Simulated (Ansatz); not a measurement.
# SnTe2 (model cell, started as rutile): a soft mode frozen in, part 3 of 3

Aim: this structure of SnTe2 (model cell, started as rutile) is to be tested for unstable modes, and one is followed downhill.

Ansatz 0.2.0; DFT PBE, scalar-relativistic, plane waves, PAW.

So far. Step 4 (The mode frozen in, largest atomic shift 0.45 Å): The run ends at a pressure of -0.20 GPa, with forces up to 0.63 eV/Å. Step 5 (Energy along the mode, all amplitudes (two of the runs …): The lowest of the steps tried is at 0.45 Å, 27.9 meV/atom below the parent; the bottom of the well need not coincide with a step.

The structure was built from a prototype and need not be the compound's stable phase.

## Step 6: Relaxation from the frozen mode (continued)

Step by step (22 of 25):

```
step  energy less that of the first step (eV)  largest force component (eV/Å)  pressure (GPa)  volume (Å³)
   1                                   0.0000                          0.4459           -0.20       440.74
   2                                  -0.2782                          0.3297           -0.04       435.40
   3                                  -0.3393                          0.2028            0.03       433.89
   4                                  -0.3897                          0.1012           -0.02       432.32
   6                                  -0.4174                          0.0293            0.00       434.36
   7                                  -0.4220                          0.0282            0.02       436.09
   8                                  -0.4244                          0.0349            0.03       436.68
   9                                  -0.4288                          0.0286            0.01       438.83
  10                                  -0.4399                          0.0654            0.08       439.90
  11                                  -0.4678                          0.1289            0.14       442.03
  12                                  -0.5511                          0.1554            0.08       443.66
  14                                  -0.8219                          0.3614           -0.50       439.88
  15                                  -0.9452                          0.2064           -0.20       435.34
  16                                  -1.0065                          0.1817            0.17       429.33
  17                                  -0.7582                          0.7983            0.79       423.94
  18                                  -1.0365                          0.1558            0.14       426.78
  19                                  -1.0611                          0.0421           -0.14       429.73
  20                                  -1.0657                          0.0149           -0.04       428.25
  22                                  -1.0666                          0.0163            0.01       427.90
  23                                  -1.0668                          0.0021           -0.01       427.85
  24                                  -1.0668                          0.0013            0.00       427.78
 25*                                  -1.0677                          0.0012            0.00       427.78
```

Relaxation steps marked * repeat the geometry before them on a plane-wave basis chosen anew for their cell, so energy and pressure can jump there. Other such steps can lie between the rows shown. Relaxation steps 17, 22 were tried and not accepted.

The run keeps the 8 symmetry operations that it works with, so distortions that break them were not tested.

```csv
cell as run,before,after,change
a (Å),4.424,4.397,-0.6 %
b (Å),9.981,10.955,+9.8 %
c (Å),9.981,8.880,-11.0 %
volume (Å³/atom),36.73,35.65,-2.9 %
```

The atoms that moved most (Å, as changes of fractional coordinates times the final cell):

```csv
atom,dx,dy,dz,length
Sn4,-1.002,-1.002,0.000,1.417
Sn3,1.002,1.002,0.000,1.417
Sn1,0.926,0.926,0.000,1.310
Sn2,-0.926,-0.926,0.000,1.310
Te7,0.834,0.834,0.000,1.179
Te6,-0.834,-0.834,0.000,1.179
Te8,-0.573,-0.573,0.000,0.810
Te5,0.573,0.573,0.000,0.810
```

The relaxed structure:

```xyz
12
Lattice="0.0000 0.0000 -4.3974 -7.7466 -7.7466 0.0000 -6.2789 6.2789 0.0000" Properties=species:S:1:pos:R:3 pbc="T T T"
Sn   -6.3072   -0.0283    0.0000
Sn  -14.7310   -2.1732    0.0000
Sn   -9.8802   -3.6012   -2.1987
Sn   -4.8791   -4.8791   -2.1987
Te   -4.1186    2.1603    0.0000
Te   -6.2213   -6.2213    0.0000
Te   -8.5380   -2.2591    0.0000
Te   -2.8941   -2.8941    0.0000
Te   -2.1929    0.9269   -2.1987
Te   -7.9396    1.4591   -2.1987
Te   -5.3521    4.0860   -2.1987
Te   -4.8198   -1.6607   -2.1987
```

Numbers from this step:

```
pressure        : -6.36e-5 GPa
volume per atom : 35.65 Å³
```

ELF in the bc plane at fractional x = 0.000, with atoms of Sn and Te within 0.2 Å of it. It is the smooth field of the valence electrons, not physical close to the nuclei.

Ten even steps from '0' (0.01) to '9' (0.79), each cell a mean:
```
4200134686200478510136530026754
4322333587534677410136764457743
3444432357666664200025887788632
2333321124555431000013789998411
0111100001122100000001246664100
0000000000000000000000001110000
0001100000001100000133321000000
0123332100122221002689875200000
3566666422334443225899998520001
6765567743343343337876677631002
8752136864321134357641146631014
9730015874310013457510025641015
8740026874310024457620035631015
7764357853332234347754456631003
4666667632344443226887788620001
1345554211233332114899997410000
0011211000011110001366642100000
0000000000000000000011100000000
0011000000011000000000123432000
1222210012333210000002578986200
3344332246666653100025899998521
3433433477655676300036776678743
4311234686311578510136642136753
4100134686110378610136520015754
```
Columns run along b (11.0 Å), rows up along c (8.9 Å). Atoms in or near the plane, at fractional coordinates: Sn at (0.41, 0.50), Sn at (0.09, 0.00), Te at (0.13, 0.50), Te at (0.80, 0.00), Te at (0.70, 0.50), Te at (0.37, 0.00).

Electrostatic potential energy in the bc plane at fractional x = 0.000, with atoms of Sn and Te within 0.2 Å of it. With pseudopotentials it is smooth inside the atoms' cores, unlike the true potential.

Ten even steps from '0' (-10 eV) to '9' (44 eV), each cell a mean:
```
0278302320499202333332028950232
1011012330021013333333101201333
3211123332100133344433321113333
3333333333333333444444333333343
3333333443333334444444444444444
4333334444333334444444444444444
4333334444333333444444444444444
3333333333333333344433334444444
3322223333322223333332233344443
3200001333200002333200002333433
3115620232015400232026610333333
2039960132049930232069940233333
3028950232028720232049820233333
3101200233101101333102201333333
3320012333210112333310123334443
3333333333333333343333333444444
4333333443333333444444444444444
4333334444333334444444444444444
3333334444333334444444444444444
3333333333333333444444433334443
3222233333222233344443332223333
2000023331000023334333200002333
0045102320266003333333015720233
0399402320699402333332049970132
```
Columns run along b (11.0 Å; values clipped at the 3rd and 97th percentile), rows up along c (8.9 Å). Atoms in or near the plane, at fractional coordinates: Sn at (0.41, 0.50), Sn at (0.09, 0.00), Te at (0.13, 0.50), Te at (0.80, 0.00), Te at (0.70, 0.50), Te at (0.37, 0.00).

Valence density in the bc plane at fractional x = 0.000, with atoms of Sn and Te within 0.2 Å of it. It is the smooth field of the valence electrons, not physical close to the nuclei.

Ten steps, logarithmic in the rise over the least value, from '0' (0 e/Å³) to '9' (15 e/Å³), each cell a mean:
```
3689742224799632100011369974211
2466421123566421000001246653211
1233211012233211000001123322100
0111100001111100000000011111000
0000000000000000000000000000000
0000000000000000000000000000000
0000000000000000000000000000000
0001100000001100000001100000000
0112221000112211000122221000000
1234432111234432111234432100000
1358864211367753112368853110000
2379985222479974212489973210001
2368974222478863212479963210000
1246653211246642112356642100000
0123322101123321001223321100000
0011111000011110000111110000000
0000000000000000000000000000000
0000000000000000000000000000000
0000000000000000000000000000000
0011000000011100000000001110000
1122110001222110000000122221100
1344321112344321000001234432111
3577632123688531000001357863211
3799742224899742100012379984212
```
Columns run along b (11.0 Å), rows up along c (8.9 Å). Atoms in or near the plane, at fractional coordinates: Sn at (0.41, 0.50), Sn at (0.09, 0.00), Te at (0.13, 0.50), Te at (0.80, 0.00), Te at (0.70, 0.50), Te at (0.37, 0.00).

The distorted start has space group Pmma; the relaxation ends in Pmma.

## Step 7: Summary of results

```json
{
  "unstable mode of the parent": "q = (-0.5, -0.5, 0), 64i cm⁻¹",
  "depth at the lowest point sampled": "27.9 meV/atom",
  "largest atomic shift at that point": "0.45 Å",
  "space group reached (within 0.01 Å)": "Pmma",
  "energy gained over the parent (first relaxation, on the mesh of the frozen mode)": "117 meV/atom",
  "volume per atom, phase reached": "35.6 Å³"
}
```

What this shows: From this start the structure relaxes into Pmma, 117 meV/atom below the parent. At the parent's cell the well is 27.86 meV/atom deep on the steps tried, with its lowest point at a shift of 0.45 Å. Relaxing atoms and cell changes the gain by +88.72 meV/atom against the lowest step (energies at zero smearing). Most of the total comes from this relaxation. The frozen pattern makes up only 7 % of the final shifts of the atoms, so other modes or strain give most of the change. The modes of the phase reached were not computed on this path. Of the 2 patterns followed to their end from this parent, this one reaches the lowest energy. Each path keeps the symmetry of its pattern, so a lower phase may lie along a pattern not tried. The q mesh stands for a supercell only 8.8 Å across, so branches between the solved wavevectors are rough. With no gap, or one that is small against the smearing, the frequencies hang on the k mesh and the smearing, most of all near Kohn anomalies. A semilocal functional can close a gap that the real compound would have, so the metallic treatment may be an artefact of the level. Spin-orbit coupling is left out, which can matter for the heavy elements here. A phonon run warned that its eigensolver left some bands unconverged in a pass. The starting cell was built on a prototype and not taken from a measurement, so the phase need not exist.

[Logs are printed without paths, hosts, clocks, repeated set-up lines and the standing remarks that a program may print on its own settings, such as how far it seeks lower states.]

[Hosts, paths, dates, database ids (printed as entryN), source tags and the programs' standing remarks are cut or masked in the printed files.]
